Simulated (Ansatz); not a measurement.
# Si on Al(111): change of the work function, part 5 of 5

Aim: the work function of Al(111) at several coverages of Si (fcc site), and the dipole that each adsorbate carries.

Ansatz 0.2.0; plane-wave DFT, PBEsol, Ansatz PAW (the session's first sound run).

So far, work function, upper face (eV): step 2 (the clean slab, PBEsol) 4.07; step 6 (the covered slab, k-mesh 6×6×1, coverage 0.5 ML, PBEsol) 4.81; step 7 (the covered slab, k-mesh 12×12×1, coverage 1 ML, PBEsol) 4.66; step 9 (the 0.25 ML cell at another level of theory, functional PBE) 4.74; step 10 (the 0.25 ML cell at another level of theory, functional RPBE) 4.69.

### 11. The 0.25 ML cell at another level of theory, functional LDA

This step: plane-wave DFT, LDA, Ansatz PAW (Ansatz 0.2.0).

The geometry is kept and the functional is LDA.

The input, input.yaml:

```yaml
crystal:
  lattice:
    - [5.7275649276, 0.0, 0.0]
    - [2.8637824638, 4.9602167292, 0.0]
    - [0.0, 0.0, 26.6895920757]
  atoms:
    - { symbol: Al, position: [0.0, 0.0, 0.3372100995] }
    - { symbol: Al, position: [0.1666666667, 0.1666666667, 0.4248198533] }
    - { symbol: Al, position: [0.3336879436, 0.3336879436, 0.508699685] }
    - { symbol: Al, position: [-0.006360915, -0.006360915, 0.5951215958] }
    - { symbol: Al, position: [0.0, 0.5, 0.3372100995] }
    - { symbol: Al, position: [0.1666666667, 0.6666666667, 0.4248198533] }
    - { symbol: Al, position: [0.3336879436, 0.8326241127, 0.508699685] }
    - { symbol: Al, position: [-0.006360915, 0.51272183, 0.5951215958] }
    - { symbol: Al, position: [0.5, 0.0, 0.3372100995] }
    - { symbol: Al, position: [0.6666666667, 0.1666666667, 0.4248198533] }
    - { symbol: Al, position: [0.8326241127, 0.3336879436, 0.508699685] }
    - { symbol: Al, position: [0.51272183, -0.006360915, 0.5951215958] }
    - { symbol: Al, position: [0.5, 0.5, 0.3372100995] }
    - { symbol: Al, position: [0.6666666667, 0.6666666667, 0.4248198533] }
    - { symbol: Al, position: [0.8333333333, 0.8333333333, 0.5085585986] }
    - { symbol: Al, position: [0.5, 0.5, 0.5938362198] }
    - { symbol: Si, position: [0.1666666667, 0.1666666667, 0.6607563408] }
kpoints:
  mp_grid: { grid: [6, 6, 1] }
hamiltonian:
  xc: lda
scf:
  occupations: { method: fermi_dirac, width: 0.1 }
  convergence: { dr2_threshold: 1.0e-08 }
efield:
  axis: 3
  dipole_correction: true
  ramp_position: 0.97
  ramp_width: 0.06
output:
  write_potential: true
  write_density: true
  volumetric_format: npy
```

On the command line:

```console
$ ansatz run input.yaml --threads 4 --pin off --max-ram 6144MiB --backend cpu --events-out ev --progress --plain --runs-dir out
```

Numbers of over 12 decimals in the logs are rounded to 6 here.

The log of the run:

```text
[...]
Crystal: 17 atoms, lattice volume = 758.250 Å³
Basis set: ecut = 420 eV, 14921 PW (Γ)
Bands: 43, of which v1, the nominal top of the filled ones, is band 26 counted from 1 (25 counted from 0)
Symmetry: 6 space group operations
[...]
k-points: 7 of 36 (time reversal used)
[...]
k-point 1: bands = [... 22 lower, -1.6127, -1.3222, -1.0329, -0.8656, -0.4707, 0.1360, 0.3310, 0.4275, ... 13 higher]
  k-point 2: bands = [... 22 lower, -0.9776, -0.5961, -0.1930, -0.1226, 0.3632, 0.5622, 0.6502, 0.7773, ... 13 higher]
  k-point 6: bands = [... 22 lower, -0.7842, -0.6813, -0.2714, 0.3926, 0.7662, 1.3409, 1.5433, 1.6878, ... 13 higher]
[key lines of the parts left out:]
SCF converged after 8 iterations
Free energy (F): -8810.491747 eV
Fermi energy:    0.082493 eV
Dipole field:    D = -0.031098 V/Å  (p = -0.130313 e·Å, saw-weighted, corrected)
Work function:   Φ+ = 4.8764 eV   Φ− = 4.0464 eV
```

Run time: 8.5 s. Hardware: 4 threads of Arm Neoverse V2, shared host; peak memory 1.1 GiB.

The work function comes to 4.88 eV, +0.12 eV from the first level.

### 12. The series together

Times are for 4 threads of Arm Neoverse V2, shared host. The series side by side:

```tsv
no.	functional	work function, upper face (eV)	dipole along the normal (e·Å)	time	memory (GiB)
1	pbe	4.736	-0.1350	8.6 s	1.1
2	rpbe	4.690	-0.1395	8.8 s	1.1
3	lda	4.876	-0.1303	8.5 s	1.1
```

### 13. The same run with other settings

This step: plane-wave DFT, PBEsol, Ansatz PAW (Ansatz 0.2.0).

System of this step: Si/Al(111). The cell holds 5 atoms: 4 Al and 1 Si. Its edges and angles: a = 2.864 Å, b = 2.864 Å, c = 26.690 Å, α = 90.0°, β = 90.0°, γ = 60.0°. Vacuum lies along c.

A run with a changed input: it repeats the earlier run at 1 ML with crystal.symmetry to detect: false and scf.algorithm to density_mixing.

The input, input.yaml:

```yaml
crystal:
  lattice:
    - [2.8637824638, 0.0, 0.0]
    - [1.4318912319, 2.4801083646, 0.0]
    - [0.0, 0.0, 26.6895920757]
  atoms:
    - { symbol: Al, position: [0.0, 0.0, 0.3372100995] }
    - { symbol: Al, position: [0.3333333333, 0.3333333333, 0.4248198533] }
    - { symbol: Al, position: [0.6666666667, 0.6666666667, 0.5094791123] }
    - { symbol: Al, position: [0.0, 0.0, 0.5957618588] }
    - { symbol: Si, position: [0.3333333333, 0.3333333333, 0.6627899005] }
  symmetry: { detect: false }
kpoints:
  mp_grid: { grid: [12, 12, 1] }
hamiltonian:
  xc: pbesol
scf:
  occupations: { method: fermi_dirac, width: 0.1 }
  convergence: { dr2_threshold: 1.0e-08 }
  algorithm: density_mixing
efield:
  axis: 3
  dipole_correction: true
  ramp_position: 0.97
  ramp_width: 0.06
relax:
  f_tol: 0.02
  max_steps: 60
  constraints: [{ sites: [0, 1] }]
output:
  bader: true
  write_potential: true
  write_density: true
  volumetric_format: npy
```

The log of the run:

```text
the start keeps a symmetry that the run doesn't impose, so 3 atoms are moved at random by 1.00e-2 Å, to let the relaxation leave a saddle point. relax.escape_saddle: false keeps them in place
[...]
Crystal: 5 atoms, lattice volume = 189.563 Å³
Basis set: ecut = 420 eV, 3713 PW (Γ), exchange–correlation on 40×40×360 points (8 copies of the dense FFT grid, shifted against one another)
Bands: 13, of which v1, the nominal top of the filled ones, is band 8 counted from 1 (7 counted from 0)
Symmetry: 1 space group operations
k-points: 74 of 144 (time reversal used)
[...]
SCF iter   1: F=—  HF=-2718.199758 eV  |F-HF|=—  |Δ(HF+E_count)|=         —  Δρ=2.41e-3  dr2=5.06e-1  ethr=1.77e-3  p=-0.042 e·Å  D=-3.98e-2 V/Å  ΔV_dip=1.06 eV  dr2_dipole=2.47e-1  V_vac-E_F(+/−)=5.00/3.93 eV  ⟨swp⟩=8.4  Hψ=8132  notcnv=0
[...]
SCF iter   7: F=-2718.189109 eV  HF=-2718.189109 eV  |F-HF|=1.08e-8  |Δ(HF+E_count)|=   1.24e-8  Δρ=9.72e-7  dr2=4.26e-9  ethr=6.25e-11  p=-0.024 e·Å  D=-2.29e-2 V/Å  ΔV_dip=0.61 eV  dr2_dipole=4.17e-10  V_vac-E_F(+/−)=4.78/4.17 eV  ⟨swp⟩=10.6  Hψ=7081  notcnv=0
SCF 1 converged in 7 iterations: F = -2718.189109 eV  dr2 = 4.26e-9
[...]
relax step   1: F+E_penalty+E_count = -2718.18910915 eV  Δ(F+E_penalty+E_count) = +0.000e0 eV  max|allowed force component| = 2.028e0 eV/Å  Δτ_max = 0.0000 Å  (7 SCF iters, accepted)
[...]
SCF iter   7: F=-2718.403358 eV  HF=-2718.403358 eV  |F-HF|=1.81e-8  |Δ(HF+E_count)|=   8.02e-8  Δρ=1.23e-6  dr2=4.61e-9  ethr=6.25e-11  p=-0.022 e·Å  D=-2.06e-2 V/Å  ΔV_dip=0.55 eV  dr2_dipole=9.44e-14  V_vac-E_F(+/−)=4.72/4.17 eV  ⟨swp⟩=9.1  Hψ=7848  notcnv=0
SCF 2 converged in 7 iterations: F = -2718.403358 eV  dr2 = 4.61e-9
[...]
relax step   2: F+E_penalty+E_count = -2718.40335818 eV  Δ(F+E_penalty+E_count) = -2.142e-1 eV  max|allowed force component| = 9.493e-1 eV/Å  Δτ_max = 0.1461 Å  (7 SCF iters, accepted)
SCF iter   1: F=—  HF=-2718.524431 eV  |F-HF|=—  |Δ(HF+E_count)|=         —  Δρ=3.88e-3  dr2=5.37e-1  ethr=3.10e-3  p=-0.022 e·Å  D=-2.06e-2 V/Å  ΔV_dip=0.55 eV  dr2_dipole=1.77e-1  V_vac-E_F(+/−)=4.65/4.10 eV  ⟨swp⟩=4.4  Hψ=4554  notcnv=0  defer=6
[...]
SCF iter   8: F=-2718.494512 eV  HF=-2718.494512 eV  |F-HF|=1.20e-9  |Δ(HF+E_count)|=   2.56e-8  Δρ=2.40e-7  dr2=2.05e-10  ethr=6.25e-11  p=-0.019 e·Å  D=-1.78e-2 V/Å  ΔV_dip=0.47 eV  dr2_dipole=2.29e-11  V_vac-E_F(+/−)=4.67/4.20 eV  ⟨swp⟩=9.4  Hψ=6442  notcnv=0
SCF 3 converged in 8 iterations: F = -2718.494512 eV  dr2 = 2.05e-10
[...]
relax step   3: F+E_penalty+E_count = -2718.49451234 eV  Δ(F+E_penalty+E_count) = -9.115e-2 eV  max|allowed force component| = 1.106e-1 eV/Å  Δτ_max = 0.2000 Å  (8 SCF iters, accepted)
[...]
relax step   4: F+E_penalty+E_count = -2718.49654758 eV  Δ(F+E_penalty+E_count) = -2.035e-3 eV  max|allowed force component| = 8.643e-2 eV/Å  Δτ_max = 0.0999 Å  (7 SCF iters, accepted)
SCF iter   1: F=—  HF=-2718.498391 eV  |F-HF|=—  |Δ(HF+E_count)|=         —  Δρ=7.19e-4  dr2=9.94e-3  ethr=2.34e-4  p=-0.018 e·Å  D=-1.72e-2 V/Å  ΔV_dip=0.46 eV  dr2_dipole=2.28e-3  V_vac-E_F(+/−)=4.67/4.21 eV  ⟨swp⟩=2.3  Hψ=3136  notcnv=0  defer=10
[...]
SCF iter   7: F=-2718.497533 eV  HF=-2718.497533 eV  |F-HF|=1.75e-9  |Δ(HF+E_count)|=   2.32e-8  Δρ=2.61e-7  dr2=3.72e-10  ethr=6.25e-11  p=-0.018 e·Å  D=-1.73e-2 V/Å  ΔV_dip=0.46 eV  dr2_dipole=2.17e-11  V_vac-E_F(+/−)=4.66/4.20 eV  ⟨swp⟩=9.0  Hψ=5946  notcnv=0
SCF 5 converged in 7 iterations: F = -2718.497533 eV  dr2 = 3.72e-10
relax step   5: F+E_penalty+E_count = -2718.49753309 eV  Δ(F+E_penalty+E_count) = -9.855e-4 eV  max|allowed force component| = 1.243e-2 eV/Å  Δτ_max = 0.0299 Å  (7 SCF iters, accepted)
[...]
WARN: the relaxation ended near the 6 symmetry operations of its rattled start. A stable structure does so, and so can a saddle point along a move or strain that wasn't checked. `relax.random_displacement` or `relax.escape_saddle: true` tries the moves, and a distorted `crystal.lattice` a strain
SCF converged after 7 iterations
Free energy (F): -2718.497533 eV
[...]
Internal energy: -2718.415539 eV  (E = F + TS)
E sigma→0 (E₀):  -2718.456536 eV
Entropy (-TS):   -0.081994 eV (-16.399 meV/atom)
Fermi energy:    1.040745 eV
Dipole field:    D = -0.017328 V/Å  (p = -0.018152 e·Å, saw-weighted, corrected)
Work function:   Φ+ = 4.6632 eV   Φ− = 4.2007 eV
[...]
--- Forces (eV/Å), atoms counted from 1 ---
  atom   1  Al     0.00002448    -0.00001171     0.01585258
  atom   2  Al     0.00014806    -0.00007292    -0.02366631
  atom   3  Al    -0.00012957     0.00005586     0.01242854
  atom   4  Al     0.00053396    -0.00024552    -0.00346004
  atom   5  Si    -0.00057694     0.00027429    -0.00115332
  max |Σ_I F_I| component: 1.45e-6 eV/Å
--- Band table (eV; the first three rows and the last of 74) ---
  k-point 0: bands = [... 4 lower, -4.7810, -2.7264, -0.1736, 2.3874, 4.4099, 5.3258, 5.6135, 6.8138, ... 1 higher]
  k-point 1: bands = [... 4 lower, -4.6188, -2.5718, -0.0195, 2.5384, 4.5639, 5.4866, 5.7769, 6.9519, ... 1 higher]
  k-point 2: bands = [... 4 lower, -4.1343, -2.1093, 0.4368, 2.9689, 4.7038, 5.1586, 5.9392, 6.2185, ... 1 higher]
  k-point 73: bands = [... 4 lower, -2.7225, -2.5346, -1.3413, -0.7237, 0.7707, 1.2814, 2.5847, 3.2468, ... 1 higher]
--- Relaxed structure (5 steps of the walk, 5 accepted, 0 SCFs on fresh bases) ---
  F+E_penalty+E_count = -2718.49753309 eV   max|allowed force component| = 1.243e-2 eV/Å
  atoms:
    - { symbol: Al, position: [0.0, 0.0, 0.337210] }
    - { symbol: Al, position: [0.333333, 0.333333, 0.424820] }
    - { symbol: Al, position: [0.666847, 0.666588, 0.511114] }
    - { symbol: Al, position: [0.000172012, -7.977120826043761e-5, 0.597741] }
    - { symbol: Si, position: [0.333953, 0.333061, 0.678808] }
--- Bader charges: 5 sites ---
  site symbol  charge [e]  shift [e]
     0     Al      0.0082     0.0000
     1     Al      0.0006     0.0000
     2     Al     -0.0157     0.0000
     3     Al      0.4777     0.0012
     4     Si     -0.4708     0.0012
  estimated error of the sums over rays = 2.7e-4 e
```

It took 28 s on 4 threads; peak memory 0.59 GiB; 1.9 min of CPU time.

Step by step:

```tsv
step	energy less that of the first step (eV)	largest force component (eV/Å)
1	0.0000	2.0276
2	-0.2142	0.9493
3	-0.3054	0.1106
4	-0.3074	0.0864
5	-0.3084	0.0124
```

The atoms that moved most (Å):

```tsv
atom	dx	dy	dz	length
Si5	0.001	-0.001	0.428	0.428
Al4	0.000	0.000	0.053	0.053
Al3	0.000	0.000	0.044	0.044
```

Final coordinates:

```xyz
5
Lattice="2.8638 0.0000 0.0000 1.4319 2.4801 0.0000 0.0000 0.0000 26.6896" Properties=species:S:1:pos:R:3
Al    0.0000    0.0000    9.0000
Al    1.4319    0.8267   11.3383
Al    2.8642    1.6532   13.6414
Al    0.0004   -0.0002   15.9535
Si    1.4333    0.8260   18.1171
```

Numbers from this step:

| Quantity | Value |
| --- | --- |
| energy at zero smearing | -2718.4565 eV |
| work function, upper face | 4.663 eV |
| work function, lower face | 4.201 eV |
| dipole along the normal | -0.01815 e·Å |
| step between the vacuum levels | 0.4625 eV |

```tsv
quantity	this run	earlier run	difference
work function, upper face (eV)	4.663	4.664	-0.0011
work function, lower face (eV)	4.201	4.201	-1.9e-5
dipole along the normal (e·Å)	-0.01815	-0.01819	4.0e-5
```

Nothing in the table moves by 0.01 in its unit (for the dipole 0.5 % and 5e-5 e·Å). The run took 36 SCF cycles against 35.

First to last step the energy falls by 0.308 eV; the largest move, 0.43 Å, is that of Si5.

### 14. Varying the input

System of this step: Al(111). The cell holds 4 atoms: 4 Al. Its edges and angles: a = 2.864 Å, b = 2.864 Å, c = 25.015 Å, α = 90.0°, β = 90.0°, γ = 60.0°. Vacuum lies along c.

An input spoilt on purpose, to show how the run answers: it repeats the earlier run at 0 ML with efield.axis from 3 to 2, and scf.max_iter set to 75.

The input, input.yaml:

```yaml
crystal:
  lattice:
    - [2.8637824638, 0.0, 0.0]
    - [1.4318912319, 2.4801083646, 0.0]
    - [0.0, 0.0, 25.0148057707]
  atoms:
    - { symbol: Al, position: [0.0, 0.0, 0.3597869231] }
    - { symbol: Al, position: [0.3333333333, 0.3333333333, 0.4532623077] }
    - { symbol: Al, position: [0.6666666667, 0.6666666667, 0.5467376923] }
    - { symbol: Al, position: [0.0, 0.0, 0.6402130769] }
kpoints:
  mp_grid: { grid: [12, 12, 1] }
hamiltonian:
  xc: pbesol
scf:
  occupations: { method: fermi_dirac, width: 0.1 }
  convergence: { dr2_threshold: 1.0e-08 }
  max_iter: 75
efield:
  axis: 2
  dipole_correction: true
  ramp_position: 0.97
  ramp_width: 0.06
relax:
  f_tol: 0.02
  max_steps: 60
  constraints: [{ sites: [0, 1] }]
output:
  write_potential: true
  write_density: true
  volumetric_format: npy
```

The log of the run:

```text
The last accepted step is kept in <dir> (removed where the run ends without a failure and the disk answers)
Engine: ansatz 0.2.0, aarch64-unknown-linux-gnu
Pseudopotentials: kind: paw
Pseudopotential: Al, paw, valence charge 3, recommended cutoff 420 eV (normal), Al.paw.azcp
Functional definition: PBEsol
  exchange = pbesol_x
  correlation = pbesol_c
Crystal: 4 atoms, lattice volume = 177.667 Å³
Basis set: ecut = 420 eV, 3467 PW (Γ), exchange–correlation on 40×40×360 points (8 copies of the dense FFT grid, shifted against one another)
Bands: 10, of which v1, the nominal top of the filled ones, is band 6 counted from 1 (5 counted from 0)
Symmetry: 2 space group operations
k-points: 43 of 144 (time reversal used)
Non-local potential: Al, projectors of the file, l = 0: 2, l = 1: 2, l = 2: 1
PAW form: soft (Blöchl's): semilocal exchange-correlation on the pseudo side does not see the compensation charge
PAW frozen core: Al, regenerated for the run's functional, and the local potential with it (the file was generated under x = pbe(κ = 0.804, μ = 0.219515), c = pbe(β = 0.066725))
PAW one-centre angular grid: Al, 110 points (default); XC on 64 Gauss nodes
Initial density: superposition of atomic densities (neutral atoms: chi_scale 0, normalization atom), corrected by the library's trained network
Initial wavefunctions: pseudopotential atomic-orbital guess
Functional: x = pbesol(κ = 0.804, μ = 0.123457), c = pbesol(β = 0.046)
Error: efield: ion 0 (Al) at fractional coordinate 0.0000 along the field axis lies inside the sawtooth ramp with 2 of the planes that the density is read on at each end, [0.8700, 0.1300] — the ramp must sit in vacuum (an ion there feels the fictitious reversed slope); set or move the ramp (efield.ramp_position / ramp_width) or move the geometry
```

The job ended after 0.16 s (4 threads; peak memory 0.29 GiB).

The program refused the input before any cycle.

The program's message: “Error: efield: ion 0 (Al) at fractional coordinate 0.0000 along the field axis lies inside the sawtooth ramp with 2 of the planes that the density is read on at each end, [0.8700, 0.1300] — the ramp m …”

The fault put into the input: the field along an axis without vacuum.

### 15. Results

```yaml
work_function_of_the_clean_face: 4.07 eV
work_function_at_0p062_ml: 4.31 eV
work_function_at_0p11_ml: 4.50 eV
work_function_at_0p25_ml: 4.76 eV
work_function_at_0p5_ml: 4.81 eV
work_function_at_1_ml: 4.66 eV
dipole_per_adsorbate_at_0p062_ml_positive_end_outwards: -0.79 D
```

What this shows: Si raises the work function of Al(111) at the lowest coverage, by 0.24 eV: the adsorbate layer has its negative end outwards. The dipole per adsorbate falls from 0.79 to 0.09 D as the layer fills. Neighbouring dipoles depolarise each other, and heights and bonding change with coverage too. The slab has 4 layers, at the tabulated experimental lattice constant, one starting site was run, and quantum-size effects of a slab this thin can reach one or two tenths of an eV.

[Logs are printed without paths, hosts, clocks, repeated set-up lines and the standing remarks that a program may print on its own settings, such as how far it seeks lower states.]

[Hosts, paths, dates, database ids (printed as entryN), source tags and the programs' standing remarks are cut or masked in the printed files.]

[Maps of the electrostatic potential energy from Ansatz leave out the sawtooth potential of an applied field or a dipole correction, so their vacuum need not be flat; planar profiles and work functions include it.]
